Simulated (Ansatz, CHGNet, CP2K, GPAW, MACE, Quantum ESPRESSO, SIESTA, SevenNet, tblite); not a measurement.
## Finding the fault: Quantum ESPRESSO, random packing of B74C26 (at. %) (103 atoms)

Program: Quantum ESPRESSO 7.5, a calculation on a cell of 76 B and 27 C, 8.44 Å³ an atom.

The input, pw.in:

```
&control
  calculation = 'scf'
  pseudo_dir = './pseudo'
  outdir = './tmp'
  disk_io = 'none'
  tprnfor = .true.
  tstress = .true.
/
&system
  ibrav = 0
  nat = 103
  ntyp = 2
  ecutwfc = 45
  ecutrho = 360
  nosym = .true.
  occupations = 'smearing'
  smearing = 'fd'
  degauss = 0.003675
/
&electrons
  conv_thr = 5.2e-07
  electron_maxstep = 2
  mixing_beta = 0.2
  mixing_mode = 'local-TF'
  diagonalization = 'david'
/
ATOMIC_SPECIES
B 10.810 B.upf
C 12.011 C.upf
CELL_PARAMETERS angstrom
9.54210 0.00000 0.00000
0.00000 9.54210 0.00000
0.00000 0.00000 9.54210
ATOMIC_POSITIONS crystal
B 0.48294 0.49808 0.15869
B 0.67105 0.04781 0.09619
B 0.72920 0.60452 0.15249
B 0.60227 0.72025 0.24590
B 0.85299 0.08796 0.91418
B 0.38600 0.97979 0.94136
B 0.04908 0.15851 0.33484
B 0.26952 0.64633 0.11063
B 0.17298 0.15519 0.00856
B 0.67975 0.12953 0.39100
[... 89 atom lines left out ...]
C 0.71886 0.74297 0.84702
C 0.18922 0.03163 0.73277
C 0.06908 0.80363 0.56384
C 0.55448 0.52840 0.35878
K_POINTS gamma
```

Started as:

```sh
$ OMP_NUM_THREADS=1 mpirun -np 2 pw.x -in pw.in > output.txt
```

The program printed:

```text
Program PWSCF
     gamma-point specific algorithms are used
     Parallelization info
     sticks:   dense  smooth     PW     G-vecs:    dense   smooth      PW
     Min        4663    2334    588               338182   119690   14927
     Max        4666    2335    589               338183   119695   14928
     Sum        9329    4669   1177               676365   239385   29855
     bravais-lattice index     =            0
     lattice parameter (alat)  =      18.0320  a.u.
     unit-cell volume          =    5863.1161 (a.u.)^3
     number of atoms/cell      =          103
     number of atomic types    =            2
     number of electrons       =       336.00
     number of Kohn-Sham states=          202
     kinetic-energy cutoff     =      45.0000  Ry
     charge density cutoff     =     360.0000  Ry
     scf convergence threshold =      5.2E-07
     mixing beta               =       0.2000
     number of iterations used =            8  local-TF  mixing
     Exchange-correlation= SLA  PW   PBX  PBC
                           (   1   4   3   4   0   0   0)
     crystal axes: (cart. coord. in units of alat)
               a(1) = (   1.000000   0.000000   0.000000 )
               a(2) = (   0.000000   1.000000   0.000000 )
               a(3) = (   0.000000   0.000000   1.000000 )
     reciprocal axes: (cart. coord. in units 2 pi/alat)
               b(1) = (  1.000000  0.000000  0.000000 )
               b(2) = (  0.000000  1.000000  0.000000 )
               b(3) = (  0.000000  0.000000  1.000000 )
     PseudoPot. # 1 for B :
     Pseudo is Ultrasoft + core correction, Zval =  3.0
     PseudoPot. # 2 for C :
     Pseudo is Projector augmented-wave + core cor, Zval =  4.0
     atomic species   valence    mass     pseudopotential
     B                 3.00    10.81000     B ( 1.00)
     C                 4.00    12.01100     C ( 1.00)
     No symmetry found
   Cartesian axes
     number of k points=     1  Fermi-Dirac smearing, width (Ry)=  0.0037
                       cart. coord. in units 2pi/alat
        k(    1) = (   0.0000000   0.0000000   0.0000000), wk =   2.0000000
     Dense  grid:   338183 G-vectors     FFT dimensions: ( 120, 120, 120)
     Smooth grid:   119693 G-vectors     FFT dimensions: (  80,  80,  80)
     Check: negative core charge=   -0.000005
     Initial potential from superposition of free atoms
     starting charge     335.9775, renormalised to     336.0000
     Starting wfcs are  412 randomized atomic wfcs
     Self-consistent Calculation
     iteration #  1     ecut=    45.00 Ry     beta= 0.20
     total energy              =    -970.51397177 Ry
     estimated scf accuracy    <       6.25592678 Ry
     iteration #  2     ecut=    45.00 Ry     beta= 0.20
     total energy              =    -969.05518131 Ry
     estimated scf accuracy    <       4.13994189 Ry
     End of self-consistent calculation
     convergence NOT achieved after   2 iterations: stopping
     Message from routine punch:
     Nothing written, as per user request (disk_io='none')
```

The job ended after 30 s (2 MPI ranks of Arm Neoverse N1, shared host; peak memory 1.1 GiB).

Banners, paths, timers and routine set-up lines are dropped from the logs unmarked, and long logs keep their key lines alone; longer cuts are marked.

Why should this run not be trusted?

Too few SCF iterations: iteration limit 2.

The run ended unconverged.

[Also dropped from logs without a mark: logging warnings of Python, and SIESTA's first energy breakdown and zero terms.]

[Logs are printed without paths, hosts, clocks, repeated set-up lines and the standing remarks that a program may print on its own settings, such as how far it seeks lower states.]

[Hosts, paths, dates, database ids (printed as entryN), source tags and the programs' standing remarks are cut or masked in the printed files.]
